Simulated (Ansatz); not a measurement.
# Y on Pd(111): change of the work function, part 2 of 3

Aim: the work function of Pd(111) at several coverages of Y (fcc site), and the dipole that each adsorbate carries.

Ansatz 0.2.0; plane-wave DFT, PBE, Ansatz PAW.

So far, work function, upper face (eV): step 2 (the clean slab) 5.27.

## 3. Adsorbate added, k-mesh 4×4×1, coverage 0.111 ML

System of this step: YPd36 (Y/Pd(111)). The cell holds 37 atoms: 36 Pd and 1 Y. Cell: a = 8.252 Å, b = 8.252 Å, c = 27.837 Å, α = 90.0°, β = 90.0°, γ = 60.0°. Vacuum lies along c.

The clean slab as it ended is repeated in the plane and the adsorbate is set on one face; the cell's size fixes the coverage, and the k-mesh shrinks with it to keep the sampling density about even. Adsorbate and upper layers relax, since the dipole depends on the height.

The input, input.yaml:

```yaml
crystal:
  lattice:
    - [8.2519361365, 0.0, 0.0]
    - [4.1259680682, 7.1463863246, 0.0]
    - [0.0, 0.0, 27.8371584771]
  atoms:
    - { symbol: Pd, position: [0.0, 0.0, 0.323308861] }
    - { symbol: Pd, position: [0.1111111111, 0.1111111111, 0.4039885234] }
    - { symbol: Pd, position: [0.2222222222, 0.2222222222, 0.4863960791] }
    - { symbol: Pd, position: [0.0, 0.0, 0.5691536469] }
    - { symbol: Pd, position: [0.0, 0.3333333333, 0.323308861] }
    - { symbol: Pd, position: [0.1111111111, 0.4444444444, 0.4039885234] }
    - { symbol: Pd, position: [0.2222222222, 0.5555555556, 0.4863960791] }
    - { symbol: Pd, position: [0.0, 0.3333333333, 0.5691536469] }
    - { symbol: Pd, position: [0.0, 0.6666666667, 0.323308861] }
    - { symbol: Pd, position: [0.1111111111, 0.7777777778, 0.4039885234] }
    - { symbol: Pd, position: [0.2222222222, 0.8888888889, 0.4863960791] }
    - { symbol: Pd, position: [0.0, 0.6666666667, 0.5691536469] }
    - { symbol: Pd, position: [0.3333333333, 0.0, 0.323308861] }
    - { symbol: Pd, position: [0.4444444444, 0.1111111111, 0.4039885234] }
    - { symbol: Pd, position: [0.5555555556, 0.2222222222, 0.4863960791] }
    - { symbol: Pd, position: [0.3333333333, 0.0, 0.5691536469] }
    - { symbol: Pd, position: [0.3333333333, 0.3333333333, 0.323308861] }
    - { symbol: Pd, position: [0.4444444444, 0.4444444444, 0.4039885234] }
    - { symbol: Pd, position: [0.5555555556, 0.5555555556, 0.4863960791] }
    - { symbol: Pd, position: [0.3333333333, 0.3333333333, 0.5691536469] }
    - { symbol: Pd, position: [0.3333333333, 0.6666666667, 0.323308861] }
    - { symbol: Pd, position: [0.4444444444, 0.7777777778, 0.4039885234] }
    - { symbol: Pd, position: [0.5555555556, 0.8888888889, 0.4863960791] }
    - { symbol: Pd, position: [0.3333333333, 0.6666666667, 0.5691536469] }
    - { symbol: Pd, position: [0.6666666667, 0.0, 0.323308861] }
    - { symbol: Pd, position: [0.7777777778, 0.1111111111, 0.4039885234] }
    - { symbol: Pd, position: [0.8888888889, 0.2222222222, 0.4863960791] }
    - { symbol: Pd, position: [0.6666666667, 0.0, 0.5691536469] }
    - { symbol: Pd, position: [0.6666666667, 0.3333333333, 0.323308861] }
    - { symbol: Pd, position: [0.7777777778, 0.4444444444, 0.4039885234] }
    - { symbol: Pd, position: [0.8888888889, 0.5555555556, 0.4863960791] }
    - { symbol: Pd, position: [0.6666666667, 0.3333333333, 0.5691536469] }
    - { symbol: Pd, position: [0.6666666667, 0.6666666667, 0.323308861] }
    - { symbol: Pd, position: [0.7777777778, 0.7777777778, 0.4039885234] }
    - { symbol: Pd, position: [0.8888888889, 0.8888888889, 0.4863960791] }
    - { symbol: Pd, position: [0.6666666667, 0.6666666667, 0.5691536469] }
    - { symbol: "Y", position: [0.1111111111, 0.1111111111, 0.676691139] }
kpoints:
  mp_grid: { grid: [4, 4, 1] }
hamiltonian:
  xc: pbe
scf:
  occupations: { method: fermi_dirac, width: 0.1 }
  convergence: { dr2_threshold: 1.0e-08 }
efield:
  axis: 3
  dipole_correction: true
  ramp_position: 0.97
  ramp_width: 0.06
relax:
  f_tol: 0.02
  max_steps: 60
  constraints:
    - { sites: [0, 1, 4, 5, 8, 9, 12, 13, 16, 17, 20, 21, 24, 25, 28, 29, 32, 33] }
output:
  write_potential: true
  write_density: true
  volumetric_format: npy
```

Run with:

```bash
$ ansatz run input.yaml --threads 4 --pin off --max-ram 16384MiB --backend cpu --events-out ev --progress --plain --runs-dir out
```

What it wrote:

```text
[...]
Crystal: 37 atoms, lattice volume = 1641.600 Å³
Basis set: ecut = 420 eV, 32079 PW (Γ), exchange–correlation on 120×120×384 points (8 copies of the dense FFT grid, shifted against one another)
Bands: 396, of which v1, the nominal top of the filled ones, is band 330 counted from 1 (329 counted from 0)
Symmetry: 6 space group operations
[...]
k-points: 4 of 16 (time reversal used)
[...]
SCF iter   1: F=—  HF=-254862.151334 eV  |F-HF|=—  |Δ(HF+E_count)|=         —  Δρ=1.09e-2  dr2=2.03e1  ethr=1.77e-3  p=0.673 e·Å  D=7.42e-2 V/Å  ΔV_dip=-2.07 eV  dr2_dipole=5.36e-1  V_vac-E_F(+/−)=2.83/4.90 eV  ⟨swp⟩=7.0  Hψ=6466  notcnv=0  defer=80
[...]
SCF iter  15: F=-254861.786236 eV  HF=-254861.786236 eV  |F-HF|=1.00e-8  |Δ(HF+E_count)|=   7.83e-9  Δρ=3.23e-7  dr2=4.04e-9  ethr=1.52e-12  p=0.672 e·Å  D=7.40e-2 V/Å  ΔV_dip=-2.06 eV  dr2_dipole=4.19e-11  V_vac-E_F(+/−)=3.18/5.24 eV  ⟨swp⟩=6.0  Hψ=9329  notcnv=0
SCF 1 converged in 15 iterations: F = -254861.786236 eV  dr2 = 4.04e-9
[...]
relax step   1: F+E_penalty+E_count = -254861.78623572 eV  Δ(F+E_penalty+E_count) = +0.000e0 eV  max|allowed force component| = 3.216e0 eV/Å  Δτ_max = 0.0000 Å  (15 SCF iters, accepted)
[...]
SCF iter  13: F=-254862.575363 eV  HF=-254862.575363 eV  |F-HF|=7.95e-9  |Δ(HF+E_count)|=   2.61e-8  Δρ=3.59e-7  dr2=3.99e-9  ethr=1.52e-12  p=0.720 e·Å  D=7.93e-2 V/Å  ΔV_dip=-2.21 eV  dr2_dipole=1.07e-10  V_vac-E_F(+/−)=3.04/5.24 eV  ⟨swp⟩=7.8  Hψ=8917  notcnv=0
SCF 2 converged in 13 iterations: F = -254862.575363 eV  dr2 = 3.99e-9
[...]
relax step   2: F+E_penalty+E_count = -254862.57536269 eV  Δ(F+E_penalty+E_count) = -7.891e-1 eV  max|allowed force component| = 3.543e0 eV/Å  Δτ_max = 0.1949 Å  (13 SCF iters, accepted)
SCF iter   1: F=—  HF=-254863.423733 eV  |F-HF|=—  |Δ(HF+E_count)|=         —  Δρ=2.66e-3  dr2=1.46e-1  ethr=1.43e-4  p=0.720 e·Å  D=7.93e-2 V/Å  ΔV_dip=-2.21 eV  dr2_dipole=1.29e-2  V_vac-E_F(+/−)=3.04/5.25 eV  ⟨swp⟩=5.0  Hψ=4874  notcnv=0  defer=132
[...]
SCF iter  13: F=-254863.405496 eV  HF=-254863.405496 eV  |F-HF|=1.71e-8  |Δ(HF+E_count)|=   3.25e-8  Δρ=3.18e-7  dr2=2.78e-9  ethr=1.52e-12  p=0.777 e·Å  D=8.57e-2 V/Å  ΔV_dip=-2.38 eV  dr2_dipole=6.28e-12  V_vac-E_F(+/−)=2.86/5.24 eV  ⟨swp⟩=8.0  Hψ=9203  notcnv=0
SCF 3 converged in 13 iterations: F = -254863.405496 eV  dr2 = 2.78e-9
relax step   3: F+E_penalty+E_count = -254863.40549639 eV  Δ(F+E_penalty+E_count) = -8.301e-1 eV  max|allowed force component| = 3.460e0 eV/Å  Δτ_max = 0.1947 Å  (13 SCF iters, accepted)
[...]
relax step   4: F+E_penalty+E_count = -254864.09152281 eV  Δ(F+E_penalty+E_count) = -6.860e-1 eV  max|allowed force component| = 2.654e0 eV/Å  Δτ_max = 0.1935 Å  (13 SCF iters, accepted)
[...]
relax step   5: F+E_penalty+E_count = -254864.49550263 eV  Δ(F+E_penalty+E_count) = -4.040e-1 eV  max|allowed force component| = 9.081e-1 eV/Å  Δτ_max = 0.1995 Å  (13 SCF iters, accepted)
[...]
relax step   6: F+E_penalty+E_count = -254864.62474525 eV  Δ(F+E_penalty+E_count) = -1.292e-1 eV  max|allowed force component| = 4.167e-1 eV/Å  Δτ_max = 0.2000 Å  (13 SCF iters, accepted)
[...]
relax step   7: F+E_penalty+E_count = -254864.65280770 eV  Δ(F+E_penalty+E_count) = -2.806e-2 eV  max|allowed force component| = 7.693e-2 eV/Å  Δτ_max = 0.0451 Å  (12 SCF iters, accepted)
SCF iter   1: F=—  HF=-254864.651745 eV  |F-HF|=—  |Δ(HF+E_count)|=         —  Δρ=2.67e-4  dr2=2.05e-3  ethr=2.32e-6  p=0.755 e·Å  D=8.33e-2 V/Å  ΔV_dip=-2.32 eV  dr2_dipole=2.82e-4  V_vac-E_F(+/−)=2.93/5.25 eV  ⟨swp⟩=3.0  Hψ=2933  notcnv=0  defer=137
[...]
SCF iter  10: F=-254864.653836 eV  HF=-254864.653836 eV  |F-HF|=1.08e-8  |Δ(HF+E_count)|=   1.94e-8  Δρ=3.19e-7  dr2=3.28e-9  ethr=1.52e-12  p=0.758 e·Å  D=8.36e-2 V/Å  ΔV_dip=-2.33 eV  dr2_dipole=1.03e-10  V_vac-E_F(+/−)=2.93/5.25 eV  ⟨swp⟩=8.0  Hψ=9099  notcnv=0
SCF 8 converged in 10 iterations: F = -254864.653836 eV  dr2 = 3.28e-9
relax step   8: F+E_penalty+E_count = -254864.65383558 eV  Δ(F+E_penalty+E_count) = -1.028e-3 eV  max|allowed force component| = 2.621e-3 eV/Å  Δτ_max = 0.0073 Å  (10 SCF iters, accepted)
NSCF: frozen V_eff on 4 k-points
[...]
SCF converged after 10 iterations
Free energy (F): -254864.653836 eV
[...]
Internal energy: -254862.382814 eV  (E = F + TS)
E sigma→0 (E₀):  -254863.518325 eV
Entropy (-TS):   -2.271022 eV (-61.379 meV/atom)
Fermi energy:    3.933591 eV
Dipole field:    D = 0.083570 V/Å  (p = 0.758147 e·Å, saw-weighted, corrected)
Work function:   Φ+ = 2.9257 eV   Φ− = 5.2520 eV
[...]
--- Forces (eV/Å), atoms counted from 1 ---
  atom   1  Pd     0.01080422     0.00623782    -0.31287710
  atom   2  Pd     0.00000000     0.00000000     0.37424189
  atom   3  Pd    -0.00084558    -0.00048820    -0.00098606
  atom   4  Pd    -0.00010427    -0.00006020     0.00005728
  atom   5  Pd     0.00000000    -0.01247563    -0.31287710
  atom   6  Pd     0.02089366     0.01696112     0.31862446
  atom   7  Pd     0.00014832    -0.00008563    -0.00115327
  atom   8  Pd    -0.00000000     0.00012040     0.00005728
  atom   9  Pd     0.00654505    -0.00377878    -0.30440500
  atom  10  Pd    -0.00424193    -0.02657500     0.31862446
  atom  11  Pd    -0.00000000     0.00097639    -0.00098606
  atom  12  Pd     0.00034900    -0.00020150    -0.00023379
  atom  13  Pd    -0.01080422     0.00623782    -0.31287710
  atom  14  Pd     0.02513559     0.00961388     0.31862446
  atom  15  Pd    -0.00000000     0.00017127    -0.00115327
  atom  16  Pd     0.00010427    -0.00006020     0.00005728
  atom  17  Pd    -0.00054893    -0.00031693    -0.30661740
  atom  18  Pd     0.00000000     0.00000000     0.43273683
  atom  19  Pd    -0.00014832    -0.00008563    -0.00115327
  atom  20  Pd    -0.00226960    -0.00131035    -0.00037463
  atom  21  Pd    -0.00000000     0.00063385    -0.30661740
  atom  22  Pd     0.00424193    -0.02657500     0.31862446
  atom  23  Pd    -0.00062898     0.00036314     0.00095989
  atom  24  Pd    -0.00000000     0.00262071    -0.00037463
  atom  25  Pd    -0.00000000     0.00755757    -0.30440500
  atom  26  Pd    -0.02513559     0.00961388     0.31862446
  atom  27  Pd     0.00084558    -0.00048820    -0.00098606
  atom  28  Pd    -0.00000000     0.00040299    -0.00023379
  atom  29  Pd     0.00054893    -0.00031693    -0.30661740
  atom  30  Pd    -0.02089366     0.01696112     0.31862446
  atom  31  Pd     0.00000000    -0.00072628     0.00095989
  atom  32  Pd     0.00226960    -0.00131035    -0.00037463
  atom  33  Pd    -0.00654505    -0.00377878    -0.30440500
  atom  34  Pd     0.00000000     0.00000000     0.05950761
  atom  35  Pd     0.00062898     0.00036314     0.00095989
  atom  36  Pd    -0.00034900    -0.00020150    -0.00023379
  atom  37  Y     -0.00000000     0.00000000    -0.00135510
  max |Σ_I F_I| component: 1.23e-5 eV/Å
--- Band table (eV) ---
  k-point 0: bands = [... 326 lower, 3.6534, 3.6534, 3.6828, 3.6828, 3.6956, 3.6958, 3.7077, 3.7077, ... 62 higher]
  k-point 1: bands = [... 326 lower, 3.7787, 3.8086, 3.8188, 3.8548, 3.9140, 3.9187, 3.9346, 3.9468, ... 62 higher]
  k-point 2: bands = [... 326 lower, 3.8711, 3.8837, 3.8908, 3.9535, 4.0067, 4.0691, 4.0788, 4.0822, ... 62 higher]
  k-point 3: bands = [... 326 lower, 3.8740, 3.9209, 3.9315, 3.9509, 3.9654, 3.9770, 4.0781, 4.0895, ... 62 higher]
--- Relaxed structure (8 steps of the walk, 8 accepted, 0 SCFs on fresh bases) ---
  F+E_penalty+E_count = -254864.65383558 eV   max|allowed force component| = 2.621e-3 eV/Å
  atoms:
    - { symbol: Pd, position: [1.111111e-11, 1.111111e-11, 0.323309] }
    - { symbol: Pd, position: [0.111111, 0.111111, 0.4039885234] }
    - { symbol: Pd, position: [0.222680, 0.222680, 0.486557] }
    - { symbol: Pd, position: [-0.00373359, -0.00373359, 0.569734] }
    - { symbol: Pd, position: [1.111111e-11, 0.333333, 0.323309] }
    - { symbol: Pd, position: [0.111111, 0.444444, 0.4039885234] }
    - { symbol: Pd, position: [0.222670, 0.555332, 0.487517] }
    - { symbol: Pd, position: [-0.00373359, 0.340801, 0.569734] }
    - { symbol: Pd, position: [-2.222217e-11, 0.666667, 0.323309] }
    - { symbol: Pd, position: [0.111111, 0.777778, 0.4039885234] }
    - { symbol: Pd, position: [0.222680, 0.887974, 0.486557] }
    - { symbol: Pd, position: [-0.000215594, 0.666774, 0.570424] }
    - { symbol: Pd, position: [0.333333, 1.111111e-11, 0.323309] }
    - { symbol: Pd, position: [0.444444, 0.111111, 0.4039885234] }
    - { symbol: Pd, position: [0.555332, 0.222670, 0.487517] }
    - { symbol: Pd, position: [0.340801, -0.00373359, 0.569734] }
    - { symbol: Pd, position: [0.333333, 0.333333, 0.323309] }
    - { symbol: Pd, position: [0.444444, 0.444444, 0.4039885234] }
    - { symbol: Pd, position: [0.555332, 0.555332, 0.487517] }
    - { symbol: Pd, position: [0.333350, 0.333350, 0.571613] }
    - { symbol: Pd, position: [0.333333, 0.666667, 0.323309] }
    - { symbol: Pd, position: [0.444444, 0.777778, 0.4039885234] }
    - { symbol: Pd, position: [0.556784, 0.888275, 0.486260] }
    - { symbol: Pd, position: [0.333350, 0.666634, 0.571613] }
    - { symbol: Pd, position: [0.666667, -2.222220e-11, 0.323309] }
    - { symbol: Pd, position: [0.777778, 0.111111, 0.4039885234] }
    - { symbol: Pd, position: [0.887974, 0.222680, 0.486557] }
    - { symbol: Pd, position: [0.666774, -0.000215594, 0.570424] }
    - { symbol: Pd, position: [0.666667, 0.333333, 0.323309] }
    - { symbol: Pd, position: [0.777778, 0.444444, 0.4039885234] }
    - { symbol: Pd, position: [0.888275, 0.556784, 0.486260] }
    - { symbol: Pd, position: [0.666634, 0.333350, 0.571613] }
    - { symbol: Pd, position: [0.666667, 0.666667, 0.323309] }
    - { symbol: Pd, position: [0.777778, 0.777778, 0.4039885234] }
    - { symbol: Pd, position: [0.888275, 0.888275, 0.486260] }
    - { symbol: Pd, position: [0.666774, 0.666774, 0.570424] }
    - { symbol: Y, position: [0.111111, 0.111111, 0.640035] }
```

It took 18 min on 4 threads of Arm Neoverse V2, shared host; peak memory 11 GiB.

The steps of the relaxation:

```csv
step,energy less that of the first step (eV),largest force component (eV/Å)
1,0.0000,3.2156
2,-0.7891,3.5426
3,-1.6193,3.4596
4,-2.3053,2.6543
5,-2.7093,0.9081
6,-2.8385,0.4167
7,-2.8666,0.0769
8,-2.8676,0.0026
```

Forces are held to the 6 operations that the program found; a distortion that breaks them can't arise in this run.

The atoms that moved most (Å):

```csv
atom,dx,dy,dz,length
Y37,0.000,0.000,-1.020,1.020
Pd24,0.000,0.000,0.068,0.068
Pd20,0.000,0.000,0.068,0.068
Pd32,0.000,0.000,0.068,0.068
Pd16,0.046,-0.027,0.016,0.056
Pd8,0.000,0.053,0.016,0.056
Pd4,-0.046,-0.027,0.016,0.056
Pd28,0.000,-0.002,0.035,0.035
```

The relaxed structure:

```cif
data_structure
_symmetry_space_group_name_H-M 'P 1'
_symmetry_Int_Tables_number 1
_cell_length_a 8.2519
_cell_length_b 8.2519
_cell_length_c 27.8372
_cell_angle_alpha 90.000
_cell_angle_beta 90.000
_cell_angle_gamma 60.000
_cell_volume 1641.60
loop_
_atom_site_label
_atom_site_type_symbol
_atom_site_fract_x
_atom_site_fract_y
_atom_site_fract_z
_atom_site_occupancy
Pd1 Pd 0.00000 0.00000 0.32331 1
Pd2 Pd 0.11111 0.11111 0.40399 1
Pd3 Pd 0.22268 0.22268 0.48656 1
Pd4 Pd 0.99627 0.99627 0.56973 1
Pd5 Pd 0.00000 0.33333 0.32331 1
Pd6 Pd 0.11111 0.44444 0.40399 1
Pd7 Pd 0.22267 0.55533 0.48752 1
Pd8 Pd 0.99627 0.34080 0.56973 1
Pd9 Pd 0.00000 0.66667 0.32331 1
Pd10 Pd 0.11111 0.77778 0.40399 1
Pd11 Pd 0.22268 0.88797 0.48656 1
Pd12 Pd 0.99978 0.66677 0.57042 1
Pd13 Pd 0.33333 0.00000 0.32331 1
Pd14 Pd 0.44444 0.11111 0.40399 1
Pd15 Pd 0.55533 0.22267 0.48752 1
Pd16 Pd 0.34080 0.99627 0.56973 1
Pd17 Pd 0.33333 0.33333 0.32331 1
Pd18 Pd 0.44444 0.44444 0.40399 1
Pd19 Pd 0.55533 0.55533 0.48752 1
Pd20 Pd 0.33335 0.33335 0.57161 1
Pd21 Pd 0.33333 0.66667 0.32331 1
Pd22 Pd 0.44444 0.77778 0.40399 1
Pd23 Pd 0.55678 0.88827 0.48626 1
Pd24 Pd 0.33335 0.66663 0.57161 1
Pd25 Pd 0.66667 0.00000 0.32331 1
Pd26 Pd 0.77778 0.11111 0.40399 1
Pd27 Pd 0.88797 0.22268 0.48656 1
Pd28 Pd 0.66677 0.99978 0.57042 1
Pd29 Pd 0.66667 0.33333 0.32331 1
Pd30 Pd 0.77778 0.44444 0.40399 1
Pd31 Pd 0.88827 0.55678 0.48626 1
Pd32 Pd 0.66663 0.33335 0.57161 1
Pd33 Pd 0.66667 0.66667 0.32331 1
Pd34 Pd 0.77778 0.77778 0.40399 1
Pd35 Pd 0.88827 0.88827 0.48626 1
Pd36 Pd 0.66677 0.66677 0.57042 1
Y37 Y 0.11111 0.11111 0.64004 1
```

This step gave:

```yaml
energy_at_zero_smearing: -254863.5183 eV
work_function_upper_face: 2.926 eV
work_function_lower_face: 5.252 eV
dipole_along_the_normal: 0.7581 e·Å
step_between_the_vacuum_levels: -2.326 eV
```

Running mean over 2.246 Å of the planar mean; the ramp of the sawtooth is left out. The electron's electrostatic potential energy less the Fermi level by z:

```
z (Å)  electron's electrostatic potential energy less the Fermi level (eV)
    4                                                                 5.25
    5                                                                 5.25
    6                                                                 5.20
    7                                                                 4.39
    8                                                                -3.10
    9                                                                -8.25
   10                                                                -8.48
   11                                                                -8.55
   12                                                                -8.15
   13                                                                -8.27
   14                                                                -8.22
   15                                                                -7.76
   16                                                                -8.39
   17                                                                -3.72
   18                                                                 1.48
   19                                                                 2.19
   20                                                                 2.82
   21                                                                 2.91
   22                                                                 2.92
   23                                                                 2.93
   24                                                                 2.93
```

The relaxation took 8 steps and lowered the energy by 2.9 eV; the largest force on the free atoms ends at 0.0026 eV/Å.

The covered face has 2.93 eV, -2.34 eV against the clean one; the bare back face has moved by +0.00 eV, a measure of how thin the slab is.

(Part 2 of 3 ends here.)

[Long decimals in the printed logs are rounded to 6 places.]

[Logs are printed without paths, hosts, clocks, repeated set-up lines and the standing remarks that a program may print on its own settings, such as how far it seeks lower states.]

[Hosts, paths, dates, database ids (printed as entryN), source tags and the programs' standing remarks are cut or masked in the printed files.]

[Maps of the electrostatic potential energy from Ansatz leave out the sawtooth potential of an applied field or a dipole correction, so their vacuum need not be flat; planar profiles and work functions include it.]
